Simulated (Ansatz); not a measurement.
# Ca4As2Se: complex band structure, part 3 of 3

Aim: relax a made-up compound, Ca4As2Se, and see how good a tunnel barrier it would be. It is built by putting Se for O in the Ca4As2O structure of space group I4/mmm, with the volume rescaled by atomic radii. The parent structure comes from the Materials Project.

Ansatz 0.2.0; PBE DFT, plane waves, PAW files (the session's first sound run).

So far, gap on the k-mesh (eV): step 3 (band edges, PBE) 0.360; step 4 (complex bands, plane (001), k-mesh 6×6×6, PBE) 0.360; step 6 (PBEsol) 0.301.

The structure was built from a prototype and need not be the compound's stable phase.

**7. Complex bands at another level**

This step: PBEsol DFT, plane waves, PAW files; complex bands by layer matching along the plane's normal (Ansatz 0.2.0).

The complex bands at that level, over its own gap, at (0, 0) and (0.5, 0).

The input, input.yaml:

```yaml
crystal:
  lattice:
    - [5.248259263, 0.0, 0.0]
    - [0.0, 5.248259263, 0.0]
    - [2.624129631, 2.624129631, 7.789112766]
  atoms:
    - { symbol: Ca, position: [0.3118843723, 0.3118843723, 0.3762312554] }
    - { symbol: Ca, position: [0.6881156277, 0.6881156277, 0.6237687446] }
    - { symbol: Ca, position: [0.5, 0.0, 0.0] }
    - { symbol: Ca, position: [0.0, 0.5, 0.0] }
    - { symbol: As, position: [0.1294002776, 0.1294002776, 0.7411994448] }
    - { symbol: As, position: [0.8705997224, 0.8705997224, 0.2588005552] }
    - { symbol: Se, position: [0.5, 0.5, 0.0] }
kpoints:
  mp_grid: { grid: [6, 6, 6] }
scf:
  occupations: { method: fixed }
hamiltonian:
  xc: pbesol
output:
  eigenvalues: true
  transmission:
    leads: [[0, 0]]
    kpoints: [[0.0, 0.0], [0.5, 0.0]]
    e_range: [-1.0, 1.3]
    de: 0.05
```

Started as:

```sh
> ansatz run input.yaml --threads 2 --pin off --max-ram 4096MiB --backend cpu --events-out ev --progress --plain --runs-dir out
```

Numbers of over 12 decimals in the logs are rounded to 6 here.

Log:

```text
[...]
Crystal: 7 atoms, lattice volume = 214.545 Å³
Basis set: ecut = 420 eV, 4203 PW (Γ)
Bands: 52, of which v1, the nominal top of the filled ones, is band 43 counted from 1 (42 counted from 0)
Symmetry: 16 space group operations
[...]
k-points: 30 of 216
[...]
SCF iter   1: F=—  HF=-22232.822330 eV  |F-HF|=—  |Δ(HF+E_count)|=         —  Δρ=2.49e-3  dr2=1.47e-2  ethr=1.77e-3  ⟨swp⟩=5.5  Hψ=5972  notcnv=0  defer=174
[...]
SCF iter   7: F=-22232.819012 eV  HF=-22232.819012 eV  |F-HF|=2.54e-8  |Δ(HF+E_count)|=   1.12e-7  Δρ=3.73e-6  dr2=5.15e-8  ethr=1.16e-10  ⟨swp⟩=16.0  Hψ=8662  notcnv=0
SCF 1 converged in 7 iterations: F = -22232.819012 eV  dr2 = 5.15e-8
[...]
transmission: 13 of 26 steps passed
transmission: 26 of 26 steps passed
SCF converged after 7 iterations
Free energy (F): -22232.819012 eV
[...]
Internal energy: -22232.819012 eV  (E = F + TS)
E sigma→0 (E₀):  -22232.819012 eV
Fermi energy:    6.427040 eV
[...]
--- Band table (eV; the first three rows and the last of 30) ---
  k-point 0: bands = [... 39 lower, 5.3491, 6.1409, 6.1409, 6.4270, 6.7274, 7.4963, 7.6545, 8.1222, ... 5 higher]
  k-point 1: bands = [... 39 lower, 5.3576, 5.9260, 6.0718, 6.0718, 7.0915, 7.5089, 7.5283, 8.2827, ... 5 higher]
  k-point 2: bands = [... 39 lower, 5.3781, 5.3781, 5.9446, 5.9446, 7.3671, 7.4013, 7.5356, 7.8678, ... 5 higher]
  k-point 29: bands = [... 39 lower, 4.8441, 5.0989, 5.1173, 5.6816, 8.2297, 8.2621, 8.3702, 8.4982, ... 5 higher]
--- Transmission ---
  basis      : 241 plane waves across, 13 finite elements along
  points     : 2, as listed
[...]
crystal 0  : Ca4As2Se1, at the sites [0, 0], period 7.7891 Å: whole cells are its period
[...]
channels       : 0.000000e0 a spin
[...]
slowest decay  : 0.0344 /Å at (0.0000, 0.0000)
```

The job ended after 53 s (2 threads of Intel Xeon Platinum 8259CL at 2.50GHz (Skylake/Cascade Lake), shared host; peak memory 0.88 GiB; 80 s of CPU time).

Numbers from this step:

```yaml
free_energy: -22232.8190 eV
gap_on_the_k_mesh: 0.3003 eV
level_to_which_the_leads_are_filled: 0.1502 eV from the Fermi level
decay_constant_at_the_filling_level_zone_centre: 0.03445 Å⁻¹
decay_constant_at_the_filling_level_slowest_listed_point: 0.0344 Å⁻¹
```

K parallel (0, 0); values up to 1.5 1/Å, a degenerate pair printed once or twice; energies at which all values exceed this have no row. Table of Im kz of the slowest decaying states by energy, zero at the highest filled level on the SCF mesh:

```
energy (eV)  decay 1 (Å⁻¹)  decay 2 (Å⁻¹)  decay 3 (Å⁻¹)  decay 4 (Å⁻¹)
     -1.000          0.170          0.230          0.673          0.673
     -0.900          0.228          0.234          0.656          0.666
     -0.750          0.206          0.239          0.630          0.644
     -0.650          0.159          0.241          0.612          0.629
     -0.550         0.0430          0.242          0.593          0.613
     -0.400          0.241          0.564          0.588          0.775
     -0.300          0.240          0.543          0.572          0.780
     -0.200          0.131          0.238          0.521          0.555
     -0.100          0.179          0.235          0.498          0.537
      0.000         6.5e-4          0.208          0.231          0.474
      0.050         0.0251          0.219          0.228          0.461
      0.150         0.0345          0.223          0.235          0.434
      0.250         0.0264          0.216          0.245          0.405
      0.400          0.204          0.254          0.357          0.443
      0.500          0.194          0.256          0.319          0.424
      0.600          0.182          0.255          0.276          0.404
      0.700          0.169          0.223          0.253          0.385
      0.850         0.0918          0.143          0.244          0.358
      0.950          0.121          0.236          0.332          0.341
      1.050         0.0856          0.153          0.226          0.327
      1.200         0.0509         0.0906          0.205          0.242
      1.300         0.0785          0.145          0.188          0.297
```

K parallel (0, 0). Table of Re kz of states that move upwards by energy, zero at the highest filled level on the SCF mesh:

```
energy (eV)  channel 1 (Å⁻¹)  channel 2 (Å⁻¹)  channel 3 (Å⁻¹)
     -1.000           -0.252                -                -
     -0.900           -0.226                -                -
     -0.800           -0.201                -                -
     -0.650           -0.167                -                -
     -0.550           -0.145                -                -
     -0.450           -0.232           -0.232           -0.123
     -0.350           -0.129           -0.129           -0.102
     -0.250          -0.0798                -                -
     -0.100          -0.0438                -                -
      0.000                -                -                -
      0.100                -                -                -
      0.200                -                -                -
      0.300                -                -                -
      0.400           0.0491                -                -
      0.550           0.0963                -                -
      0.650            0.129                -                -
      0.750            0.166                -                -
      0.850            0.206                -                -
      0.950           -0.258            0.255                -
      1.100           -0.135            0.226                -
      1.200          -0.0549                -                -
      1.300           -0.321                -                -
```

K parallel (0.5, 0); values up to 1.5 1/Å, a degenerate pair printed once or twice; energies at which all values exceed this have no row. Im kz of the slowest decaying states against energy, zero at the highest filled level on the SCF mesh:

```
energy (eV)  decay 1 (Å⁻¹)  decay 2 (Å⁻¹)  decay 3 (Å⁻¹)  decay 4 (Å⁻¹)
     -1.000          0.127          0.150          0.579          0.823
     -0.900          0.132          0.199          0.571          0.819
     -0.800          0.124          0.371          0.563          0.814
     -0.700         0.0986          0.425          0.555          0.808
     -0.650         0.0710          0.443          0.551          0.805
     -0.550          0.467          0.544          0.798           1.17
     -0.450         0.0975          0.482          0.537          0.791
     -0.350          0.145          0.492          0.529          0.783
     -0.250          0.172          0.497          0.521          0.774
     -0.150          0.192          0.500          0.513          0.765
     -0.100          0.199          0.500          0.508          0.761
      0.000          0.211          0.499          0.499          0.751
      0.100          0.221          0.490          0.496          0.740
      0.200          0.228          0.480          0.491          0.730
      0.300          0.234          0.469          0.485          0.718
      0.400          0.238          0.458          0.476          0.706
      0.450          0.239          0.452          0.472          0.700
      0.550          0.241          0.439          0.461          0.688
      0.650          0.242          0.426          0.448          0.674
      0.750          0.242          0.412          0.434          0.660
      0.850          0.240          0.397          0.417          0.645
      0.950          0.237          0.380          0.398          0.629
      1.000          0.235          0.372          0.387          0.621
      1.100          0.230          0.354          0.362          0.604
      1.200          0.222          0.331          0.334          0.585
      1.300          0.210          0.291          0.314          0.565
```

At the listed wavevectors the last open channel is at -0.05 eV and the next at +0.35 eV on the grid. At +0.15 eV, the grid energy nearest the filling level (the middle of the gap on the SCF mesh), the slowest state at the listed wavevectors decays with κ = 0.0344 Å⁻¹, its amplitude falling by e over 29 Å; the first such run, plane (001), gave 0.0412 Å⁻¹.

**8. Summary of results**

| Property | Result |
| --- | --- |
| band gap | 0.360 eV |
| least decay constant at mid-gap, normal to (001) | 0.0412 Å⁻¹ |
| least decay constant on a mesh, normal to (001) | 0.0413 Å⁻¹ |
| least decay constant, PBEsol | 0.0344 Å⁻¹ |

With PBE, the slowest decay at the wavevectors tried is κ = 0.0412 Å⁻¹, normal to (001). Through such a film the transmission near mid-gap falls as exp(−2κd), a factor of ten every 28 Å. A free electron under a barrier of half the gap would need a mass of 0.036 mₑ to decay at this rate. With PBEsol the gap goes from 0.360 to 0.301 eV and the decay constant, over the first 2 listed wavevectors, from 0.0412 to 0.0344 Å⁻¹. The compound is made up by substitution; its stability against other phases and against distortions of the cell's symmetry was not tested. A semilocal functional narrows gaps, so real decay constants are likely larger.

[Logs are printed without paths, hosts, clocks, repeated set-up lines and the standing remarks that a program may print on its own settings, such as how far it seeks lower states.]

[Hosts, paths, dates, database ids (printed as entryN), source tags and the programs' standing remarks are cut or masked in the printed files.]
